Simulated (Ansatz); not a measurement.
## How the geometry moves the gap of SnO2 (Cassiterite)

How far does the choice of cell move the gap? The case is SnO2 (Cassiterite).

Program: Ansatz 0.2.0. Level of theory: PBE, HSE06 and G0W0, plane waves, PAW. Values are calculated unless marked as measured.

**What was measured.**

- Gap 3.6 eV: experimental gap quoted from earlier work; bulk crystal (quoted in “Study on the Photocatalytic Properties of Flower-Shaped SnO2”, 2022, pmc:9565917).

Report form: inputs, costs, results and the conclusion, without the logs.

**1. Set-up**

The structure is tetragonal, space group P4_2/mnm (No. 136). Conventional cell: a = 4.738 Å, b = 4.738 Å, c = 3.187 Å, α = 90.00°, β = 90.00°, γ = 90.00°. Sn has 6 O at 2.05 to 2.06 Å nearest. Nearest to O lie 3 Sn at 2.05 to 2.06 Å. Farther neighbours, and contacts between anions beyond the nearest, are not listed.

The cell and positions come from the Crystallography Open Database and are kept as given unless a step says otherwise. The default PAW set here is soft_2. Its files were made with PBE.

**2. PBE bands at the given cell**

The cheap functional maps the bands first; the places of the edges decide which points the dearer methods must see.

This step: DFT, PBE, plane waves, PAW.

The input, input.yaml:

```yaml
crystal:
  lattice:
    - [4.738, 0.0, 0.0]
    - [0.0, 4.738, 0.0]
    - [0.0, 0.0, 3.1865]
  atoms:
    - { symbol: Sn, position: [0.0, 0.0, 0.0] }
    - { symbol: Sn, position: [0.5, 0.5, 0.5] }
    - { symbol: O, position: [0.3071, 0.3071, 0.0] }
    - { symbol: O, position: [0.1929, 0.8071, 0.5] }
    - { symbol: O, position: [0.6929, 0.6929, 0.0] }
    - { symbol: O, position: [0.8071, 0.1929, 0.5] }
kpoints:
  mp_grid: { grid: [6, 6, 8] }
  band_path:
    path:
      - [[0.0, 0.0, 0.0], [0.0, 0.5, 0.0], [0.5, 0.5, 0.0], [0.0, 0.0, 0.0], [0.0, 0.0, 0.5], [0.0, 0.5, 0.5], [0.5, 0.5, 0.5], [0.0, 0.0, 0.5]]
      - [[0.0, 0.5, 0.0], [0.0, 0.5, 0.5]]
      - [[0.5, 0.5, 0.0], [0.5, 0.5, 0.5]]
    npoints: 10
hamiltonian:
  xc: pbe
scf:
  occupations: { method: fermi_dirac, width: 0.02 }
  n_extra_bands: 6
output:
  eigenvalues: true
  forces: true
  stress: true
  write_density: true
  write_potential: true
  elf: true
  volumetric_format: npy
```

On the command line:

```bash
> ansatz run input.yaml --threads 3 --pin off --max-ram 92160MiB --backend cuda --events-out ev --progress --plain --runs-dir out --devices 1 --max-vram 13GiB
```

It took 8.1 s on 1 × NVIDIA H100 80GB HBM3 (shared by 6 runs) with 3 threads of AMD EPYC 7R13 (Zen 3), shared host; peak memory 0.94 GiB; 5 s of CPU time.

This step gave:

```yaml
pressure: 11.08 GPa
filled_bands: 26
gap: 1.282 eV
valence_top_at: Γ
conduction_bottom_at: Γ
least_direct_gap: 1.282 eV
```

The gap is direct, at Γ. The pressure of 11 GPa says that this functional would expand the cell; it is kept.

**3. Relaxing cell and ions**

Gaps follow bond lengths, so the structure is brought to rest first.

input.yaml, the sections that differ from step 2:

```yaml
kpoints:
  mp_grid: { grid: [4, 4, 6] }
scf:
  occupations: { method: fermi_dirac, width: 0.02 }
relax:
  f_tol: 0.01
  max_steps: 60
  cell: {}
# crystal, hamiltonian: as in step 2
# output: removed
```

It took 14 s on 1 × NVIDIA H100 80GB HBM3 (shared by 6 runs) with 3 threads; peak memory 0.98 GiB; 7 s of CPU time.

Relaxation path:

| step | energy less that of the first step (eV) | largest force component (eV/Å) | pressure (GPa) | volume (Å³) |
| --- | --- | --- | --- | --- |
| 1 | 0.0000 | 0.1943 | 11.07 | 71.53 |
| 2 | -0.1044 | 0.0220 | 0.36 | 75.12 |
| 3 | -0.1041 | 0.0323 | -0.04 | 75.25 |
| 4 | -0.1046 | 0.0012 | 0.01 | 75.23 |
| 5* | -0.1290 | 0.0018 | 0.47 | 75.23 |
| 6 | -0.1282 | 0.0001 | 0.01 | 75.44 |
| 7* | -0.1292 | 0.0003 | 0.02 | 75.44 |

Relaxation steps marked * repeat the geometry before them on a plane-wave basis chosen anew for their cell, so energy and pressure can jump there.

Forces are held to the 16 operations that the program found; a distortion that breaks them can't arise in this run.

| conventional cell, symmetrised | before | after | change |
| --- | --- | --- | --- |
| a (Å) | 4.738 | 4.827 | +1.9 % |
| b (Å) | 4.738 | 4.827 | +1.9 % |
| c (Å) | 3.187 | 3.238 | +1.6 % |
| volume (Å³/atom) | 11.92 | 12.57 | +5.5 % |

Final coordinates:

```xyz
6
Lattice="4.8270 0.0000 0.0000 0.0000 4.8270 0.0000 0.0000 0.0000 3.2380" Properties=species:S:1:pos:R:3 pbc="T T T"
Sn    0.0000    0.0000    0.0000
Sn    2.4135    2.4135    1.6190
O     1.4798    1.4798    0.0000
O     0.9336    3.8933    1.6190
O     3.3471    3.3471    0.0000
O     3.8933    0.9336    1.6190
```

**4. PBE at the relaxed cell**

The input, input.yaml:

```yaml
crystal:
  lattice:
    - [4.8269693016, 0.0, 0.0]
    - [0.0, 4.8269693016, 0.0]
    - [0.0, 0.0, 3.2380154155]
  atoms:
    - { symbol: Sn, position: [0.0, 0.0, 0.0] }
    - { symbol: Sn, position: [0.5, 0.5, 0.5] }
    - { symbol: O, position: [0.3065764864, 0.3065764864, 0.0] }
    - { symbol: O, position: [0.1934235136, 0.8065764864, 0.5] }
    - { symbol: O, position: [0.6934235136, 0.6934235136, 0.0] }
    - { symbol: O, position: [0.8065764864, 0.1934235136, 0.5] }
kpoints:
  mp_grid: { grid: [6, 6, 8] }
  band_path:
    path:
      - [[0.0, 0.0, 0.0], [0.0, 0.5, 0.0], [0.5, 0.5, 0.0], [0.0, 0.0, 0.0], [0.0, 0.0, 0.5], [0.0, 0.5, 0.5], [0.5, 0.5, 0.5], [0.0, 0.0, 0.5]]
      - [[0.0, 0.5, 0.0], [0.0, 0.5, 0.5]]
      - [[0.5, 0.5, 0.0], [0.5, 0.5, 0.5]]
    npoints: 10
hamiltonian:
  xc: pbe
scf:
  occupations: { method: fermi_dirac, width: 0.02 }
  n_extra_bands: 6
output:
  eigenvalues: true
  forces: true
  stress: true
```

Elapsed: 9.6 s, on 1 × NVIDIA H100 80GB HBM3 (shared by 6 runs) with 3 threads; peak memory 0.94 GiB.

Read from the output:

| Property | Result |
| --- | --- |
| pressure | 0.04351 GPa |
| gap | 0.6829 eV |
| valence top at | Γ |
| conduction bottom at | Γ |
| least direct gap | 0.6829 eV |

The gap is direct, at Γ.

**5. HSE06 at the relaxed cell**

HSE06 mixes in a quarter of exact exchange at short range. Exchange couples all pairs of k points, which makes a full band path dear, so levels are read on the mesh and at chosen points.

This step: DFT, HSE06, plane waves, PAW.

The input, input.yaml:

```yaml
crystal:
  lattice:
    - [4.8269693016, 0.0, 0.0]
    - [0.0, 4.8269693016, 0.0]
    - [0.0, 0.0, 3.2380154155]
  atoms:
    - { symbol: Sn, position: [0.0, 0.0, 0.0] }
    - { symbol: Sn, position: [0.5, 0.5, 0.5] }
    - { symbol: O, position: [0.3065764864, 0.3065764864, 0.0] }
    - { symbol: O, position: [0.1934235136, 0.8065764864, 0.5] }
    - { symbol: O, position: [0.6934235136, 0.6934235136, 0.0] }
    - { symbol: O, position: [0.8065764864, 0.1934235136, 0.5] }
kpoints:
  mp_grid: { grid: [4, 4, 4] }
  band_path:
    path:
      - [0.0, 0.0, 0.0]
      - [0.0, 0.5, 0.0]
      - [0.5, 0.5, 0.0]
      - [0.0, 0.0, 0.5]
      - [0.0, 0.5, 0.5]
      - [0.5, 0.5, 0.5]
    npoints: 1
hamiltonian:
  xc: hse06
scf:
  occupations: { method: fixed }
  n_extra_bands: 6
output:
  eigenvalues: true
  write_density: true
  write_potential: true
  elf: true
  volumetric_format: npy
```

Wall time 29 s (1 × NVIDIA H100 80GB HBM3 (shared by 6 runs) with 3 threads); peak memory 1.3 GiB.

Numbers from this step:

| Quantity | Value |
| --- | --- |
| gap | 2.379 eV |
| valence top at | Γ |
| conduction bottom at | Γ |
| least direct gap | 2.379 eV |

The gap stands +1.70 eV against PBE.

**6. G0W0 at the relaxed cell**

Now the one-shot GW correction: screening in the RPA, then the self-energy of the levels asked for.

This step: G0W0 on PBE, plane waves, PAW.

The input, input.yaml:

```yaml
crystal:
  lattice:
    - [4.8269693016, 0.0, 0.0]
    - [0.0, 4.8269693016, 0.0]
    - [0.0, 0.0, 3.2380154155]
  atoms:
    - { symbol: Sn, position: [0.0, 0.0, 0.0] }
    - { symbol: Sn, position: [0.5, 0.5, 0.5] }
    - { symbol: O, position: [0.3065764864, 0.3065764864, 0.0] }
    - { symbol: O, position: [0.1934235136, 0.8065764864, 0.5] }
    - { symbol: O, position: [0.6934235136, 0.6934235136, 0.0] }
    - { symbol: O, position: [0.8065764864, 0.1934235136, 0.5] }
kpoints:
  mp_grid: { grid: [4, 4, 6] }
hamiltonian:
  xc: pbe
scf:
  occupations: { method: fixed }
gw:
  n_empty_bands: 277
  ecut_chi: 138
  qp_bands: [v2, c2]
  qp_kpoints: band_edges
  screening: { model: contour_deformation }
```

Run time: 35 s. Hardware: 1 × NVIDIA H100 80GB HBM3 (shared by 6 runs) with 3 threads; peak memory 1.6 GiB.

This step gave:

```
bands summed                                 : 303
RPA ε∞ on this mesh (eigenvalues)            : 4.975, 5.127, 5.127
plane waves in the screening matrix          : 275
G0W0 gap on the mesh                         : 1.957 eV
k of the valence top                         : 0, 0, 0
k of the conduction bottom                   : 0, 0, 0
starting gap on the mesh                     : 0.6822 eV
least direct G0W0 gap on the computed points : 1.957 eV
```

The gap on the mesh goes from 0.68 eV to 1.96 eV, a correction of +1.27 eV. Between the two edge states, bare exchange in place of the xc potential would open the gap by 9.84 eV, and correlation takes back 8.56 eV.

**7. G0W0 at the given cell**

The input, input.yaml:

```yaml
crystal:
  lattice:
    - [4.738, 0.0, 0.0]
    - [0.0, 4.738, 0.0]
    - [0.0, 0.0, 3.1865]
  atoms:
    - { symbol: Sn, position: [0.0, 0.0, 0.0] }
    - { symbol: Sn, position: [0.5, 0.5, 0.5] }
    - { symbol: O, position: [0.3071, 0.3071, 0.0] }
    - { symbol: O, position: [0.1929, 0.8071, 0.5] }
    - { symbol: O, position: [0.6929, 0.6929, 0.0] }
    - { symbol: O, position: [0.8071, 0.1929, 0.5] }
kpoints:
  mp_grid: { grid: [4, 4, 6] }
hamiltonian:
  xc: pbe
scf:
  occupations: { method: fixed }
gw:
  n_empty_bands: 263
  ecut_chi: 138
  qp_bands: [v2, c2]
  qp_kpoints: band_edges
  screening: { model: contour_deformation }
```

Wall time 40 s (1 × NVIDIA H100 80GB HBM3 (shared by 6 runs) with 3 threads); peak memory 1.5 GiB; 45 s of CPU time.

This step gave:

```yaml
bands_summed: 289
rpa_eps_infinity_on_this_mesh_eigenvalues: 4.337, 4.337, 4.568
plane_waves_in_the_screening_matrix: 267
g0w0_gap_on_the_mesh: 2.788 eV
k_of_the_valence_top: 0, 0, 0
k_of_the_conduction_bottom: 0, 0, 0
starting_gap_on_the_mesh: 1.282 eV
least_direct_g0w0_gap_on_the_computed_points: 2.788 eV
```

The gap on the mesh goes from 1.28 eV to 2.79 eV, a correction of +1.51 eV. Between the two edge states, bare exchange in place of the xc potential would open the gap by 10.15 eV, and correlation takes back 8.64 eV.

**8. Together**

G0W0 rows are gaps on the mesh, lowered where the mesh misses an edge of the band path.

| level | given cell (eV) | relaxed cell (eV) | change (eV) |
| --- | --- | --- | --- |
| PBE | 1.28 | 0.68 | −0.60 |
| HSE06 | - | 2.38 | - |
| G0W0@PBE | 2.79 | 1.96 | −0.83 |

**9. What came out**

- volume change: +5.5 %
- PBE, given cell: 1.28 eV
- PBE, relaxed cell: 0.68 eV
- HSE06, relaxed cell: 2.38 eV
- G0W0@PBE, relaxed cell: 1.96 eV
- G0W0@PBE, given cell: 2.79 eV
- known limits: short of the basis limit; no spin-orbit coupling

**Reading.** Relaxation changes the volume by +5.5 % and the gap by −0.60 eV (PBE) and −0.83 eV (G0W0@PBE). Against experiment, by G0W0@PBE at the given cell: the gap of 2.79 eV lies −0.81 eV from the measured 3.6 eV (kind not stated, quoted 2022). The calculation has static nuclei and no excitons; a measured gap holds zero-point and thermal motion, which mostly lowers it. Against the values above the computed gap that would widen the miss. A likelier cause is the start: a gap of 1.28 eV screens too strongly, and one shot does not repair it. Bands and cutoff are finite, so the gap stands short of the basis limit, usually by up to a few tenths of an eV; the mesh is an error of its own. The many-body steps are scalar-relativistic: spin-orbit coupling is not in them.

[Long decimals in the printed logs are rounded to 6 places.]

[Logs are printed without paths, hosts, clocks, repeated set-up lines and the standing remarks that a program may print on its own settings, such as how far it seeks lower states.]

[Paths, hosts, dates, memory and timing lines, banners, echoed tables and standing remarks are left out of the program output; an Ansatz launch command may be rebuilt from the run's recorded settings. Measured values are a selection of at most five: reports struck by readers or far from the other reports are left out. None is set beside runs whose start may be inverted or whose files or cutoffs have a known fault.]

[Runs of the session that timed out or met a known fault of the program may be left out.]

[Cells called generated may have been cut or substituted from an entry of the Crystallography Open Database or the Materials Project.]

[Hosts, paths, dates, database ids (printed as entryN), source tags and the programs' standing remarks are cut or masked in the printed files.]

[Where the starting crystal was built by hand or by swapping elements, it need not be the compound's stable phase.]
